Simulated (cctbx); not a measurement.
**Accept or mend?**

Cell a = 10.6050 Å, b = 10.6050 Å, c = 10.6050 Å, α = 90.00°, β = 90.00°, γ = 90.00°; space group Fm-3c (no. 226).

Simulated single-crystal data (cctbx): Mo Kα, λ = 0.71073 Å, to d = 0.7 Å, 80 % of the full sphere, strongest reflection 20000 counts, noise from counting, a 6 % proportional error and a noise floor of 15 counts (s.d.); no absorption.

An anisotropic refinement with weights 1/σ² prints:

```text
Rint 0.049, 95 unique reflections to 0.70 A
cycle     R1     wR2    GooF  max shift (A)
   1  0.0349  0.0936   6.312   0.00054
   2  0.0191  0.0481   3.242   0.00000
final R1 0.0191 wR2 0.0481 GooF 3.242  parameters 8  data/parameter 11.9
atom        x        y        z      Ueq    occ   su(xyz)  su(Uiso or U11)
Tm1    0.75000  0.25000  0.75000   0.0034  1.000  0.00000  0.0003
Cr1    0.00000  0.00000  0.00000  -0.0015  1.000  0.00000  0.0004  NPD
Co1    0.17599  0.88696  0.00000   0.0041  1.000  0.00006  0.0003
difference map: max 4.41 min -0.91 rms 0.32
Q1    0.0000  0.0000  0.0000    8    4.43  0.00 A from Cr1
Q2    0.0000  0.0000  0.1275   48    0.74  1.30 A from Co1
Q3    0.2500  0.2500  0.2500    8    0.73  0.00 A from Tm1
Q4    0.1160  0.2500  0.2500   48    0.71  1.42 A from Tm1
Q5    0.0402  0.0684  0.1764  192    0.42  1.06 A from Co1
Q6    0.1417  0.1417  0.1417   64    0.37  1.58 A from Co1
```

**Question.** Can this result stand? If not, what is the likely fault?

Mend it. The fault: wrong element: Cr1 is Co. Against the right model at the same level, R1 goes from 0.0072 to 0.0191 and GooF from 0.98 to 3.24, U of Cr1 shrinks from 0.0048 to -0.0015 Å², the top difference peak, 4.4 e/Å³, lies on Cr1 and Cr1 goes non-positive-definite. Cr1 has 3 electrons too few and its U shrinks to make up, as expected.

The compound is TmCo13. The right model at the same level gives:

```text
Rint 0.049, 95 unique reflections to 0.70 A
cycle     R1     wR2    GooF  max shift (A)
   1  0.0070  0.0157   1.060   0.00009
   2  0.0072  0.0145   0.977   0.00000
final R1 0.0072 wR2 0.0145 GooF 0.977  parameters 8  data/parameter 11.9
atom        x        y        z      Ueq    occ   su(xyz)  su(Uiso or U11)
Tm1    0.75000  0.25000  0.75000   0.0032  1.000  0.00000  0.0001
Co1    0.00000  0.00000  0.00000   0.0048  1.000  0.00000  0.0001
Co2    0.17600  0.88692  0.00000   0.0040  1.000  0.00002  0.0001
difference map: max 0.69 min -0.43 rms 0.12
Q1    0.1116  0.2500  0.2500   48    0.70  1.47 A from Tm1
Q2    0.0000  0.0000  0.0000    8    0.50  0.00 A from Co1
Q3    0.1376  0.1376  0.1376   64    0.42  1.54 A from Co2
Q4    0.0000  0.0000  0.1285   48    0.42  1.30 A from Co2
Q5    0.2500  0.2500  0.2500    8    0.40  0.00 A from Tm1
Q6    0.0353  0.0780  0.1770  192    0.27  1.17 A from Co2
```

The model was made for the exercise: a known structure type with other elements put in, its volume estimated, not relaxed; displacement parameters are assumed.

[Middle refinement cycles are left out of these outputs.]

[Logs are printed without paths, hosts, clocks, repeated set-up lines and the standing remarks that a program may print on its own settings, such as how far it seeks lower states.]
